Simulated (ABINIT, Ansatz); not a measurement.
# Quasiparticle gap of CsSrF3 (Pm-3m) in ABINIT, part 3 of 3

Aim: the G0W0 gap of CsSrF3 (Pm-3m) on LDA, step by step.

ABINIT 10.8.3; LDA and many-body steps on it, plane waves. Known limits of the many-body steps: not at the basis limit; no spin-orbit coupling; coarse k mesh.

So far. Step 4 (Empty states on the mesh, 2×2×2 mesh, 79 bands): On this mesh the gap is 6.076 eV. Step 5 (Screening, 2×2×2 mesh, 73 bands, screening to 98 eV): Local fields lower ε∞ by 10 %. On a Γ-centred mesh this coarse the value itself is usually too large, while a short band sum pulls it down.

## (6) Self-energy, 2×2×2 mesh, 73 bands, screening to 98 eV

The self-energy is evaluated for the states that the input lists, and the levels follow from it, in one-shot runs by the linearised quasiparticle equation.

This step: G0W0 on LDA, plane waves, norm-conserving pseudopotentials.

Input file run.abi:

```
acell 3*1.0 Angstrom
rprim 
  4.763247010000 0.000000000000 0.000000000000
  0.000000000000 4.763247010000 0.000000000000
  0.000000000000 0.000000000000 4.763247010000
ntypat 3
znucl 55 38 9
natom 5
typat 1 2 3 3 3
xred 
  0.000000000000 0.000000000000 0.000000000000
  0.500000000000 0.500000000000 0.500000000000
  0.000000000000 0.500000000000 0.500000000000
  0.500000000000 0.000000000000 0.500000000000
  0.500000000000 0.500000000000 0.000000000000
pp_dirpath "pseudos"
pseudos "Cs.upf, Sr.upf, F.upf"
ecut 36
ngkpt 2 2 2
nshiftk 1
shiftk 0 0 0
kptopt 1
chksymbreak 0
istwfk *1
occopt 1
irdwfk 1
optdriver 4
nband 73
gwcalctyp 0
ecutsigx 36
symsigma 1
nkptgw 1
kptgw 
  0.0000000000 0.0000000000 0.0000000000
bdgw 
  18 23
ecuteps 3.6
irdscr 1
ppmodel 1
indata_prefix "in"
outdata_prefix "out"
tmpdata_prefix "tmp"
```

Started as:

```
> OMP_NUM_THREADS=1 mpirun -n 4 abinit run.abi > log
```

Numbers of over 12 decimals in the logs are rounded to 6 here.

Log:

```text
.Version 10.8.3 of ABINIT. v10.8.2 released Aug 2026.

 Symmetries : space group Pm -3 m (#221); Bravais cP (primitive cubic)
[... echo of the input left out ...]
== DATASET  1 ==================================================================
-   mpi_nproc: 4, omp_nthreads: 1 (-1 if OMP is not activated)

--- !DatasetInfo
iteration_state: {dtset: 1, }
dimensions: {natom: 5, nkpt: 4, mband: 73, nsppol: 1, nspinor: 1, nspden: 1, mpw: 7568, }
cutoff_energies: {ecut:  36.0, pawecutdg:  -1.0, }
electrons: {nelect:   4.00000000E+01, charge:   0.00000000E+00, occopt:   1.00000000E+00, tsmear:   1.00000000E-02, }

 SIGMA: Calculation of the GW corrections

 Based on a program developped by R.W. Godby, V. Olevano, G. Onida, and L. Reining.
 Incorporated in ABINIT by V. Olevano, G.-M. Rignanese, and M. Torrent.
.Using double precision arithmetic ; gwpc =  8

[... cell and pseudopotentials left out ...]
--------------------------------------------------------------------------------

 ==== K-mesh for the wavefunctions ====
 Number of points in the irreducible wedge :     4
[... list of points left out ...]
 Together with 48 symmetry operations and time-reversal symmetry
 yields     8 points in the full Brillouin Zone.

 ==== Q-mesh for screening function ====
 Number of points in the irreducible wedge :     4
[... list of points left out ...]
 Together with 48 symmetry operations and time-reversal symmetry
 yields     8 points in the full Brillouin Zone.

 vcoul_init : cutoff-mode = AUXILIARY_FUNCTION
 q-points for optical limit:   1
     1)      0.000010    0.000020    0.000030
 setmesh: FFT mesh size selected  =    50x   50x   50
          total number of points  =       125000

 Number of electrons calculated from density =   40.0000; Expected =   40.0000
 average of density, n =  0.054847
 r_s =    1.6327
 omega_plasma =   22.5909 [eV]

 === KS Band Gaps ===
  >>>> For spin  1
   Minimum direct gap =   6.0761 [eV], located at k-point      :   0.0000  0.0000  0.0000
   Fundamental gap    =   6.0761 [eV], Top of valence bands at :   0.0000  0.0000  0.0000
                                       Bottom of conduction at :   0.0000  0.0000  0.0000
 SIGMA fundamental parameters:
 PLASMON POLE MODEL  1
 number of plane-waves for SigmaX                 7497
 number of plane-waves for SigmaC and W            251
 number of plane-waves for wavefunctions          7497
 number of bands                                    73
 number of independent spin polarizations            1
 number of spinorial components                      1
 number of k-points in IBZ                           4
 number of q-points in IBZ                           4
 number of symmetry operations                      48
 number of k-points in BZ                            8
 number of q-points in BZ                            8
 number of frequencies for dSigma/dE                 9
 frequency step for dSigma/dE [eV]                0.25
 number of omega for Sigma on real axis              0
 max omega for Sigma on real axis  [eV]           0.00
 zcut for avoiding poles [eV]                     0.10

 EPSILON^-1 parameters (SCR file):
 dimension of the eps^-1 matrix on file            251
 dimension of the eps^-1 matrix used               251
 number of plane-waves for wavefunctions          7497
 number of bands                                    73
 number of q-points in IBZ                           4
 number of frequencies                               2
 number of real frequencies                          1
 number of imag frequencies                          1

 matrix elements of self-energy operator (all in [eV])

 Perturbative Calculation

--- !SelfEnergy_ee
iteration_state: {dtset: 1, }
kpoint     : [   0.000,    0.000,    0.000, ]
spin       : 1
KS_gap     :    6.076
QP_gap     :    9.659
Delta_QP_KS:    3.583
data: !SigmaeeData |
     Band     E0 <VxcDFT>   SigX SigC(E0)      Z dSigC/dE  Sig(E)    E-E0       E
       18  -0.049 -22.169 -29.627   5.294   0.793  -0.261 -23.885  -1.716  -1.764
       19  -0.049 -22.169 -29.627   5.294   0.793  -0.261 -23.885  -1.716  -1.764
       20  -0.049 -22.169 -29.627   5.294   0.793  -0.261 -23.885  -1.716  -1.764
       21   6.027  -8.532  -3.827  -2.604   0.889  -0.125  -6.664   1.867   7.895
       22   7.583  -8.104  -3.462  -2.508   0.887  -0.127  -6.209   1.895   9.477
       23   7.583  -8.104  -3.462  -2.508   0.887  -0.127  -6.209   1.895   9.477

== END DATASET(S) ==============================================================
================================================================================

 -outvars: echo values of variables after computation  --------
           etotal      0.0000000000E+00
            nband          73
             nkpt           4
          spgroup         221
 [... the other variables as echoed above ...]

 Calculation completed.
```

Run time: 5 s. Hardware: 4 MPI ranks of Intel Xeon Platinum 8488C (Sapphire Rapids), shared host; peak memory 0.54 GiB; 19 s of CPU time.

This step gave:

| Property | Result |
| --- | --- |
| G0W0 gap on the points computed | 9.659 eV |
| starting gap on the mesh | 6.076 eV |
| k of the valence top | 0, 0, 0 |
| k of the conduction bottom | 0, 0, 0 |
| Z at the valence top | 0.793 |
| Z at the conduction bottom | 0.889 |
| least direct G0W0 gap on the computed points | 9.659 eV |

The gap on the mesh goes from 6.08 eV to 9.66 eV, a correction of +3.58 eV.

Limits: finite bands, cutoff and mesh; no spin-orbit coupling; coarse k mesh. v1 is the top filled band, c1 the lowest empty one. The levels before and after the correction (eV, zero at the valence-band top of each column):

```csv
,conduction bottom,valence top
Kohn-Sham,6.08,0.00
G0W0,9.66,0.00
```

```csv
,level,energy (eV)
Kohn-Sham,Γ v3-v1,0.000
Kohn-Sham,Γ c1,6.076
Kohn-Sham,Γ c2-c3,7.631
G0W0,Γ v3-v1,0.000
G0W0,Γ c1,9.659
G0W0,Γ c2-c3,11.241
```

## (7) Where the time went

Times are wall times on 4 MPI ranks of Intel Xeon Platinum 8488C (Sapphire Rapids), shared host, good to a factor of about two.

```csv
step,time,share,memory (GiB)
ground state,26 s,20 %,0.41
bands along the symmetry lines,64 s,49 %,0.48
empty states on the mesh,23 s,18 %,0.38
screening,12 s,9 %,1
self-energy,5 s,4 %,0.54
```

## (8) Results

* LDA gap: 6.08 eV, direct
* G0W0 gap on the mesh: 9.66 eV
* GW settings: 2×2×2 mesh, 73 bands, screening to 98 eV, Godby-Needs plasmon pole
* known limits: not at the basis limit; no spin-orbit coupling; coarse k mesh

In words: G0W0 moves the gap on the mesh from 6.08 eV to 9.66 eV (+3.58 eV), with Z of 0.79 and 0.89 at the edges. Local fields lower the RPA ε∞ on this mesh from 2.50 to 2.26; a Γ-centred mesh this coarse tends to raise both, most where the direct gap is narrow, while a short band sum lowers them. Only 1 of the mesh's irreducible points was corrected, so a valley elsewhere could overtake. The dearest step here is «bands along the symmetry lines». Bands and cutoff are finite, so the gap is not at the basis limit. The miss can reach some tenths of an eV and take either sign; the mesh is an error of its own. In the G0W0 run levels were corrected at 1 k point alone, so a gap called «on the mesh» is the least over those, and an edge elsewhere would be missed. The 2×2×2 mesh is coarse for this cell, which bears on the long-range parts of exchange and screening. This is the ideal cubic cell; many perovskites, halides above all, are cubic only on average, and local tilts or off-centring can widen the gap. The many-body steps are scalar-relativistic: spin-orbit coupling is not in them.

[Paths, hosts, dates, memory and timing lines, banners, echoed tables and standing remarks are left out of the program output.]

[Logs are printed without paths, hosts, clocks, repeated set-up lines and the standing remarks that a program may print on its own settings, such as how far it seeks lower states.]

[Runs of the session that timed out or met a known fault of the program may be left out.]

[Hosts, paths, dates, database ids (printed as entryN), source tags and the programs' standing remarks are cut or masked in the printed files.]

[G0W0 gaps are taken among the corrected bands and points alone; a level outside them can change the order at an edge.]

[Where Ansatz stands beside ABINIT at settings called matched, ABINIT's density can come from a denser mesh and the files from another edition; pairs whose starting gaps differed by over 0.03 eV were left out, so agreement reads better than it is.]
